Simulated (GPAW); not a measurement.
# F K edge of ScF3 (Pm-3m): cell size and cost

How large a supercell does the F K edge of ScF3 (Pm-3m) need, and what does it cost? The absorber has 2 Sc at 2.01 Å (linear, site symmetry 4/mmm).

The runs were made apart and are set side by side; the one with the holes farthest apart serves as the reference. All curves get a further Gaussian of 1.5 eV full width, so that line shapes and meshes matter less.

### Step 1. Cost and result by level

| run | hole distance (Å) | k mesh | core time | raw zero (eV) | zero less the added terms (eV) | r.m.s. from the reference after the best shift (%) |
| --- | --- | --- | --- | --- | --- | --- |
| GPAW LDA, 8 atoms | 5.7 | 6×6×6 | 3.6 min | 690.0 | 680.2 | 8 |
| GPAW LDA, 16 atoms | 7.0 | 4×4×4 | 16 min | 690.3 | 680.4 | - |

Times are from shared hosts. The zero: total-energy differences plus the lowest empty eigenvalue of the charged cell, less 9.9 eV, the free-atom term for the hole's spin; LDA puts this hole about 5 eV below PBE, itself good to a few eV.

```csv
E (eV),"GPAW LDA, 8 atoms","GPAW LDA, 16 atoms"
-2.00,0.00,0.01
-1.25,0.04,0.07
-0.50,0.26,0.42
0.25,0.76,0.96
1.00,1.04,1.05
1.75,0.97,0.96
2.50,0.99,1.06
3.25,1.09,1.05
4.00,0.96,0.96
4.75,0.72,0.85
5.50,0.69,0.73
6.25,0.85,0.80
7.00,0.97,1.00
7.75,1.04,1.17
8.50,1.20,1.36
9.25,1.46,1.59
10.00,1.67,1.66
10.75,1.69,1.49
11.50,1.47,1.18
12.25,1.10,0.88
13.00,0.78,0.67
13.75,0.59,0.57
14.50,0.54,0.56
15.25,0.55,0.62
16.00,0.60,0.71
16.75,0.68,0.79
17.50,0.82,0.88
18.25,1.02,0.98
19.00,1.18,1.06
19.75,1.21,1.06
20.50,1.07,0.97
21.25,0.84,0.80
22.00,0.61,0.63
22.75,0.47,0.53
23.50,0.44,0.51
24.25,0.48,0.57
25.00,0.60,0.69
25.75,0.77,0.84
26.50,0.97,1.01
27.25,1.18,1.16
28.00,1.38,1.30
28.75,1.55,1.43
29.50,1.65,1.57
30.25,1.69,1.70
31.00,1.68,1.79
31.75,1.62,1.79
```

### Step 2. Reading

The smallest cell differs from the reference by 8 % r.m.s. after a shift of 0.4 eV at 0.22 of its cost, so it already gives the shape. Its highest intensity below 16 eV lies at 10.4 eV against 9.8 eV. Whether the reference itself is converged wasn't tested.

 Lifetime broadening is put in by hand, and intensities beyond about 20 eV depend on it. Meshes are coarse enough for small ripples in ScF3 (Pm-3m) and ScF3 (Pm-3m). Some cells keep the holes under 6.5 Å apart, so shapes are probably not fully converged. The structures are entries of the Crystallography Open Database, used as given.

[Logs are printed without paths, hosts, clocks, repeated set-up lines and the standing remarks that a program may print on its own settings, such as how far it seeks lower states.]

[Hosts, paths, dates, database ids (printed as entryN), source tags and the programs' standing remarks are cut or masked in the printed files.]
